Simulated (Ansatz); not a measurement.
## AgF (model cell, started as NiAs type): relaxing the cell for a phonon run: relaxation

Ansatz 0.2.0; DFT PBEsol, scalar-relativistic, plane waves, PAW.

The structure was built from a prototype and need not be the compound's stable phase.

The structure is hexagonal, space group P6_3/mmc (No. 194). Conventional cell: a = 3.042 Å, b = 3.042 Å, c = 6.846 Å, α = 90.00°, β = 90.00°, γ = 120.00°. Ag has 6 F at 2.45 Å nearest. Nearest to F lie 6 Ag at 2.45 Å. Farther neighbours and most contacts between anions are not listed.

Relaxation path:

```csv
step,energy less that of the first step (eV),largest force component (eV/Å),pressure (GPa),volume (Å³)
1,0.0000,0.0000,0.12,54.86
2,0.0001,0.0000,-0.02,54.91
3*,-0.0001,0.0000,-0.02,54.91
```

Relaxation steps marked * repeat the geometry before them on a plane-wave basis chosen anew for their cell, so energy and pressure can jump there.

Forces are held to the 24 operations that the run works with; a distortion that breaks them can't arise in this run.

```csv
"conventional cell, symmetrised",before,after,change
a (Å),3.042,3.041,-0.0 %
b (Å),3.042,3.041,-0.0 %
c (Å),6.846,6.856,+0.1 %
volume (Å³/atom),13.71,13.73,+0.1 %
```

Final coordinates:

```xyz
4
Lattice="3.0411 0.0000 0.0000 -1.5205 2.6337 0.0000 0.0000 0.0000 6.8555" Properties=species:S:1:pos:R:3 pbc="T T T"
Ag    0.0000    0.0000    0.0000
Ag    0.0000    0.0000    3.4278
F     0.0000    1.7558    1.7139
F     1.5205    0.8779    5.1417
```

Numbers from this step:

```yaml
pressure: -0.01901 GPa
volume_per_atom: 13.73 Å³
```

Valence density in the ac plane at fractional y = 1.000, with atoms of Ag within 0.2 Å of it. It is the smooth field of the valence electrons, not physical close to the nuclei.

Ten even steps from '0' (0 e/Å³) to '9' (20 e/Å³), each cell a mean:
```
8742000000000247
4321000000000123
0000000000000000
0000000000000000
0000000000000000
0000000000000000
0000000000000000
0000000000000000
0000000000000000
2210000000000012
6542000000000245
9853100000001358
8752000000000257
3321000000000123
1000000000000000
0000000000000000
0000000000000000
0000000000000000
0000000000000000
0000000000000000
0000000000000000
2210000000000012
7642000000000246
9853100000001358
```
Columns run along a (3.0 Å), rows up along c (6.9 Å). Atoms in or near the plane, at fractional coordinates: Ag at (0.00, 0.00), Ag at (0.00, 0.50).

ELF in the ac plane at fractional y = 1.000, with atoms of Ag within 0.2 Å of it. It is the smooth field of the valence electrons, not physical close to the nuclei.

Ten even steps from '_' (0.03) to '@' (0.85), each cell a mean:
```
@@%%##**==--..______..--==**##%%
##****++--::__________::--++****
====--::..______________..::--==
......______..::::::..______....
__________..--++++++--..________
________..--++**##**++--..______
__________::==++**++==::________
....________..------..________..
----::..________..________..::--
****++==::..__________..::==++**
%%####**==::..______..::==**####
@@@@##**++--..______..--++**##@@
@@%%##**==--..______..--==**##%%
******==--..__________..--==****
====--::..______________..::--==
......______..::::::..______....
__________..--++++++--..________
________..--++**##**++--..______
__________::==++**++==::________
....________..------..________..
----::....______________....::--
**++++==::..__________..::==++++
%%%%##**==::..______..::==**##%%
@@@@##**++--..______..--++**##@@
```
Columns run along a (3.0 Å), rows up along c (6.9 Å). Atoms in or near the plane, at fractional coordinates: Ag at (0.00, 0.00), Ag at (0.00, 0.50).

Electrostatic potential energy in the ac plane at fractional y = 1.000, with atoms of Ag within 0.2 Å of it. With pseudopotentials it is smooth inside the atoms' cores, unlike the true potential.

Values in eV, 24 rows by 16 columns, each cell a mean:
```
-28 -28 -25 -18  -9   2  10  12  13  12  10   2  -9 -18 -25 -28
-23 -21 -18 -11  -2   7  11  13  14  13  11   7  -2 -11 -18 -21
 -8  -7  -3   2   8  12  13  14  15  14  13  12   8   2  -3  -7
  6   7   9  11  13  14  15  15  15  15  15  14  13  11   9   7
 13  13  14  14  15  15  15  15  15  15  15  15  15  14  14  13
 14  15  15  15  16  16  15  15  16  16  16  15  16  15  15  15
 14  14  14  15  15  15  15  15  15  15  15  15  15  15  14  14
 10  10  11  12  14  15  15  15  15  15  15  15  14  12  11  10
 -3  -2   1   6  10  13  14  15  15  15  14  13  10   6   1  -2
-19 -18 -14  -8   1   9  12  14  14  14  12   9   1  -8 -14 -18
-27 -27 -23 -16  -7   3  10  12  13  12  10   3  -7 -16 -23 -27
-29 -29 -27 -21 -12   0   9  12  13  12   9   0 -12 -21 -27 -29
-29 -28 -25 -19 -10   1  10  12  13  12  10   1 -10 -19 -25 -28
-22 -21 -17 -10  -1   7  12  13  14  13  12   7  -1 -10 -17 -21
 -9  -8  -4   2   8  12  13  14  15  14  13  12   8   2  -4  -8
  7   8   9  11  13  14  15  15  15  15  15  14  13  11   9   8
 13  13  14  14  15  15  15  15  15  15  15  15  15  14  14  13
 14  15  15  15  16  15  15  16  16  15  15  16  15  15  15  15
 14  14  14  15  15  15  15  15  15  15  15  15  15  15  14  14
 10  10  11  13  14  15  15  15  15  15  15  15  14  13  11  10
 -4  -3   1   6  10  12  14  15  15  15  14  12  10   6   1  -3
-18 -17 -13  -7   2   9  12  14  14  14  12   9   2  -7 -13 -17
-28 -27 -23 -17  -8   3  10  12  13  12  10   3  -8 -17 -23 -27
-29 -29 -27 -20 -12   0   9  12  13  12   9   0 -12 -20 -27 -29
```
Columns run along a (3.0 Å; values clipped at the 3rd and 97th percentile), rows up along c (6.9 Å). Atoms in or near the plane, at fractional coordinates: Ag at (0.00, 0.00), Ag at (0.00, 0.50).

Q: Write an input that reproduces this.

The system, level and task follow from the heading and the kind of results. Meshes, cutoffs and thresholds can't be read from the results; these are the ones that the run used.

input.yaml

```yaml
crystal:
  lattice:
    - [3.0418913032, 2.5812e-06, 0.0]
    - [-1.5209478869, 2.6343538535, 0.0]
    - [0.0, 0.0, 6.8455926364]
  atoms:
    - { symbol: Ag, position: [0.0, 0.0, 0.0] }
    - { symbol: Ag, position: [0.0, 0.0, 0.5] }
    - { symbol: F, position: [0.3333333333, 0.6666666667, 0.25] }
    - { symbol: F, position: [0.6666666667, 0.3333333333, 0.75] }
kpoints:
  mp_grid: { grid: [15, 15, 6] }
hamiltonian:
  xc: pbesol
scf:
  occupations: { method: gaussian, width: 0.1 }
output:
  forces: true
  stress: true
  eigenvalues: true
  write_density: true
  write_potential: true
  elf: true
  volumetric_format: npy
relax:
  adjacent_minimum: "off"
  f_tol: 0.005
  max_steps: 80
  cell: { stress_tol: 0.05 }
```

Command:

```sh
$ ansatz run input.yaml --threads 4 --pin off --max-ram 7168MiB --backend cpu --events-out ev --progress --plain --runs-dir out
```

[Logs are printed without paths, hosts, clocks, repeated set-up lines and the standing remarks that a program may print on its own settings, such as how far it seeks lower states.]

[Hosts, paths, dates, database ids (printed as entryN), source tags and the programs' standing remarks are cut or masked in the printed files.]
